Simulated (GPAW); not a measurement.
**Y: optical spectrum from first principles**

Aim: the dielectric function of Y, and the optical constants that follow from it.

Program: GPAW 26.7.0. Level of theory: DFT, PBE, plane-wave PAW (GPAW data sets), scalar-relativistic, RPA, optical limit. Results are calculated unless marked as measured.

Report form: the programs' logs are mostly left out.

## 1. The starting structure

The structure is hexagonal, space group P6_3/mmc (No. 194). Conventional cell: a = 3.647 Å, b = 3.647 Å, c = 5.731 Å, α = 90.00°, β = 90.00°, γ = 120.00°. Y has 12 Y at 3.56 to 3.65 Å nearest.

Coordinates:

```cif
data_structure
_symmetry_space_group_name_H-M 'P 1'
_symmetry_Int_Tables_number 1
_cell_length_a 3.6474
_cell_length_b 3.6474
_cell_length_c 5.7306
_cell_angle_alpha 90.000
_cell_angle_beta 90.000
_cell_angle_gamma 120.000
_cell_volume 66.02
loop_
_atom_site_label
_atom_site_type_symbol
_atom_site_fract_x
_atom_site_fract_y
_atom_site_fract_z
_atom_site_occupancy
Y1 Y 0.66667 0.33333 0.75000 1
Y2 Y 0.33333 0.66667 0.25000 1
```

## 2. Ground state

First the ground state: is it a metal or has it a gap?

This step: DFT, PBE, plane-wave PAW (GPAW data sets), scalar-relativistic, ground state (GPAW 26.7.0).

gs.py

```python
from ase import Atoms
from ase.dft.bandgap import bandgap
from gpaw import GPAW, PW, FermiDirac

atoms = Atoms(['Y', 'Y'],
              cell=[[3.647400000000, 0.000000000000, 0.000000000000],
                    [-1.823700000000, 3.158741057800, 0.000000000000],
                    [0.000000000000, 0.000000000000, 5.730600000000]],
              scaled_positions=[[0.666666666700, 0.333333333300, 0.750000000000],
                                [0.333333333300, 0.666666666700, 0.250000000000]],
              pbc=[True, True, True])
atoms.calc = GPAW(mode=PW(500), xc='PBE', kpts={'size': (9, 9, 4), 'gamma': True},
                  occupations=FermiDirac(0.05), maxiter=150, txt='gs.txt')
print('energy (eV)', atoms.get_potential_energy())
print('Fermi level (eV)', atoms.calc.get_fermi_level())
print('valence electrons', atoms.calc.get_number_of_electrons())
print('gap (eV)', bandgap(atoms.calc, output=None)[0])
print('direct gap (eV)', bandgap(atoms.calc, direct=True, output=None)[0])
atoms.calc.write('gs.gpw')
```

Run with:

```console
$ OMP_NUM_THREADS=1 python gs.py
```

Run time: 17 s. Hardware: 1 thread of Arm Neoverse V1, shared host; peak memory 0.16 GiB.

Numbers from this step:

```
energy       : -9.406 eV
Fermi energy : 6.400 eV
electrons    : 22
```

There are states at the Fermi level within the smearing, so the occupations stay smeared and the carriers get a Drude term.

## 3. Bands for the response

At the fixed density, many empty bands are solved on the mesh of the response, since the spectrum sums over them.

This step: DFT, PBE, plane-wave PAW (GPAW data sets), scalar-relativistic, bands at fixed density (GPAW 26.7.0).

nscf.py

```python
from ase.dft.bandgap import bandgap
from gpaw import GPAW, FermiDirac

calc = GPAW('gs.gpw').fixed_density(kpts={'size': (15, 15, 8), 'gamma': True}, nbands=49, convergence={'bands': 43},
                                    occupations=FermiDirac(0.05), txt='nscf.txt')
print('gap (eV)', bandgap(calc, output=None)[0])
print('direct gap (eV)', bandgap(calc, direct=True, output=None)[0])
print('top band over the Fermi level (eV)', min(calc.get_eigenvalues(kpt=k)[42] for k in range(len(calc.get_ibz_k_points()))) - calc.get_fermi_level())
calc.write('full.gpw', mode='all')
```

Run with:

```console
$ OMP_NUM_THREADS=1 python nscf.py
```

Wall time 5 min (1 thread); peak memory 0.46 GiB.

## 4. Dielectric function, RPA

Transitions between filled and empty bands, summed over the zone, give the optical response, so mesh, band count and broadening shape it.

The induced potential is part of this response.

This step: DFT, PBE, plane-wave PAW (GPAW data sets), scalar-relativistic, RPA, optical limit (GPAW 26.7.0).

df.py

```python
from gpaw.response.df import DielectricFunction

df = DielectricFunction('full.gpw', frequencies={'type': 'nonlinear', 'domega0': 0.03, 'omega2': 8},
                        ecut=50,
                        eta=0.15,
                        nbands=43,
                        rate=0.05,
                        txt='df.txt')
for direction in ['x', 'z']:
    df.get_dielectric_function(xc='RPA', direction=direction, filename=f'df_{direction}.csv')
```

Run with:

```console
$ OMP_NUM_THREADS=1 python df.py
```

Run time: 55 s. Hardware: 1 thread; peak memory 0.28 GiB.

Sum at mesh points, not converged in k. Table of Im ε by photon energy; read off at these points:

```csv
photon energy (eV),E ∥ x,E ∥ z
0.500,29.2,28.0
0.750,22.3,15.2
0.944,23.9,14.2
1.000,23.8,14.3
1.250,23.1,17.8
1.500,21.0,24.9
1.556,20.5,25.8
1.750,20.7,23.3
2.000,17.0,19.2
2.250,16.1,19.2
2.500,11.6,16.2
2.750,9.17,13.4
3.000,7.92,9.59
3.250,6.98,7.00
3.500,5.35,5.46
3.750,4.44,5.04
4.000,4.18,3.96
4.250,4.50,3.56
4.500,3.92,3.44
4.750,3.75,3.24
5.000,3.76,3.04
5.250,3.46,3.10
5.500,2.96,2.76
5.750,3.10,2.03
6.000,3.38,1.90
6.250,3.65,1.86
6.500,3.20,1.88
6.750,3.32,2.41
7.000,4.33,3.24
7.153,4.84,3.10
7.250,4.53,3.11
7.500,3.31,3.49
7.750,2.60,2.96
8.000,2.12,2.55
8.250,1.74,1.88
8.500,1.37,1.50
8.750,1.23,1.14
9.000,1.08,0.950
9.250,1.00,0.903
9.500,0.876,0.883
9.750,0.708,0.703
10.000,0.636,0.629
10.250,0.584,0.588
10.500,0.517,0.585
10.750,0.466,0.531
11.000,0.462,0.396
11.250,0.496,0.412
11.500,0.434,0.382
11.750,0.338,0.333
12.000,0.314,0.321
12.250,0.318,0.316
12.500,0.326,0.335
12.750,0.289,0.288
13.000,0.277,0.245
13.250,0.240,0.222
13.500,0.210,0.204
13.750,0.226,0.215
```

Values under 1 per cm are given as 1; sum at mesh points, not converged in k. Absorption coefficient against photon energy:

```csv
photon energy (eV),E ∥ x (1/cm),E ∥ z (1/cm)
0.492,2.7e5,3.8e5
1.010,3.2e5,2.6e5
1.486,4.7e5,4.5e5
1.985,6.4e5,6.5e5
2.508,7.7e5,8.7e5
3.018,7.6e5,9.6e5
3.510,7.9e5,8.9e5
3.980,6.7e5,8.7e5
4.516,7.5e5,8.2e5
4.981,7.6e5,8.0e5
5.515,7.5e5,8.9e5
6.021,7.8e5,7.4e5
6.494,8.8e5,6.3e5
6.985,1.0e6,8.8e5
7.496,1.3e6,1.2e6
8.026,1.3e6,1.3e6
8.516,1.1e6,1.2e6
9.023,1.1e6,1.0e6
9.483,1.0e6,9.7e5
10.026,8.8e5,8.5e5
10.519,8.0e5,7.8e5
11.029,6.7e5,6.6e5
11.479,6.7e5,5.9e5
12.023,4.7e5,4.5e5
12.504,4.3e5,4.2e5
13.000,3.6e5,3.1e5
13.512,2.6e5,2.3e5
```

Sum at mesh points, not converged in k. Table of reflectivity at normal incidence by photon energy; read off at these points:

```csv
photon energy (eV),E ∥ x (%),E ∥ z (%)
0.50,73.6,88.1
1.00,53.5,46.2
1.50,53.1,53.5
2.00,54.7,54.6
2.39,57.9,58.1
2.50,57.1,58.8
3.00,50.8,63.0
3.50,50.9,59.0
4.00,35.9,54.8
4.50,36.9,45.9
5.00,32.0,39.4
5.50,29.3,42.4
6.00,24.6,33.0
6.33,28.8,25.1
6.50,27.5,19.0
7.00,28.1,24.1
7.50,44.6,33.6
8.00,47.9,44.1
8.39,50.5,47.7
8.50,49.7,48.6
8.70,48.4,50.8
9.00,46.9,48.6
9.50,47.2,43.4
10.00,44.8,42.8
10.50,41.9,36.0
11.00,32.5,38.3
11.50,31.8,29.4
12.00,23.9,21.2
12.50,16.8,15.0
13.00,13.1,12.2
13.50,9.49,7.51
```

Sum at mesh points, not converged in k. The loss function −Im 1/ε at q → 0 by energy loss; read off at these points:

```csv
energy loss (eV),E ∥ x,E ∥ z
0.500,0.0233,0.00820
0.750,0.0441,0.0375
1.000,0.0402,0.0689
1.250,0.0418,0.0456
1.500,0.0472,0.0369
1.750,0.0483,0.0429
2.000,0.0570,0.0518
2.250,0.0582,0.0505
2.500,0.0695,0.0542
2.750,0.0864,0.0568
3.000,0.104,0.0630
3.250,0.111,0.0742
3.500,0.131,0.0980
3.750,0.172,0.113
4.000,0.222,0.137
4.250,0.204,0.168
4.500,0.229,0.200
4.750,0.254,0.220
5.000,0.256,0.259
5.250,0.271,0.251
5.500,0.325,0.255
5.750,0.323,0.326
6.000,0.295,0.434
6.250,0.273,0.497
6.500,0.309,0.533
6.750,0.301,0.399
7.000,0.231,0.308
7.250,0.196,0.320
7.500,0.212,0.266
7.750,0.237,0.294
8.000,0.256,0.256
8.250,0.279,0.292
8.500,0.326,0.319
8.750,0.371,0.360
9.000,0.439,0.457
9.250,0.495,0.576
9.500,0.520,0.601
9.750,0.607,0.714
10.000,0.783,0.862
10.250,0.892,1.07
10.500,1.11,1.21
10.750,1.45,1.28
11.000,1.78,1.78
11.250,1.80,2.21
11.500,1.97,2.43
11.750,2.71,2.99
11.944,3.23,3.03
12.000,3.18,3.05
12.250,3.00,2.75
12.500,2.73,2.51
12.750,2.87,2.72
13.000,2.45,2.32
13.250,2.42,1.98
13.500,1.77,1.39
13.750,1.49,1.12
```

Sum at mesh points, not converged in k. Table of Im ε, E ∥ x by photon energy; read off at these points:

```csv
photon energy (eV),without local fields,with local fields
0.50,29.5,29.2
1.00,24.5,23.8
1.50,22.2,21.0
2.00,17.3,17.0
2.50,11.2,11.6
3.00,8.16,7.92
3.50,5.55,5.35
4.00,4.34,4.18
4.50,4.04,3.92
5.00,3.88,3.76
5.50,3.00,2.96
6.00,3.47,3.38
6.50,3.19,3.20
7.00,4.37,4.33
7.15,4.89,4.84
7.50,3.25,3.31
8.00,1.97,2.12
8.50,1.27,1.37
9.00,0.996,1.08
9.50,0.779,0.876
10.00,0.562,0.636
10.50,0.449,0.517
11.00,0.405,0.462
11.50,0.369,0.434
12.00,0.268,0.314
12.50,0.269,0.326
13.00,0.222,0.277
13.50,0.163,0.210
```

From ε follow the optical constants at some laser and lamp lines:

```csv
wavelength (nm),n x,k x,R (%) x,1/α x,n z,k z,R (%) z,1/α z
1550,3.73,3.086,53.2,40 nm,2.00,3.624,63.8,34 nm
1064,3.77,3.048,52.9,28 nm,3.50,2.301,45.2,37 nm
800,3.34,3.082,52.9,21 nm,3.98,3.229,54.8,20 nm
633,2.74,3.245,55.3,16 nm,3.00,3.254,54.9,15 nm
532,2.29,3.264,57.3,13 nm,2.68,3.429,57.6,12 nm
450,1.67,2.734,54.3,13 nm,1.96,3.380,61.1,11 nm
248,1.24,1.511,32.0,13 nm,0.96,1.581,39.4,12 nm
```

A polished face would reflect 56 % of daylight and look light grey (CIE x = 0.307, y = 0.327 under D65).

## 5. Outcome

In words: At this level (PBE, RPA) Y is a metal. The mesh is too coarse to trust the carriers' weight, the reflectivity or the colour to better than tens of per cent. A polished face would reflect 56 % of daylight and look light grey (CIE x = 0.307, y = 0.327 under D65). The carriers' damping of 0.05 eV is typed, not computed; it shapes the response at the lowest energies. In this version of GPAW the matrix elements of the optical limit are incomplete, which can lower ε − 1 by up to a tenth where first-row anions or d states rule, and shift it by more in d metals. GPAW's carrier term has the form −ωp²/(ω + i·rate)², which damps like twice the rate and fails at low energy, so the curves leave the lowest energies out. The sum runs over mesh points 0.14 Å⁻¹ apart with no interpolation, so peaks are partly noise of the mesh, and the Drude plasma energy, a sum over the Fermi surface, isn't converged.

[Machine, clock and banner lines and Python warnings are left out of the logs.]

[Logs are printed without paths, hosts, clocks, repeated set-up lines and the standing remarks that a program may print on its own settings, such as how far it seeks lower states.]

[Hosts, paths, dates, database ids (printed as entryN), source tags and the programs' standing remarks are cut or masked in the printed files.]
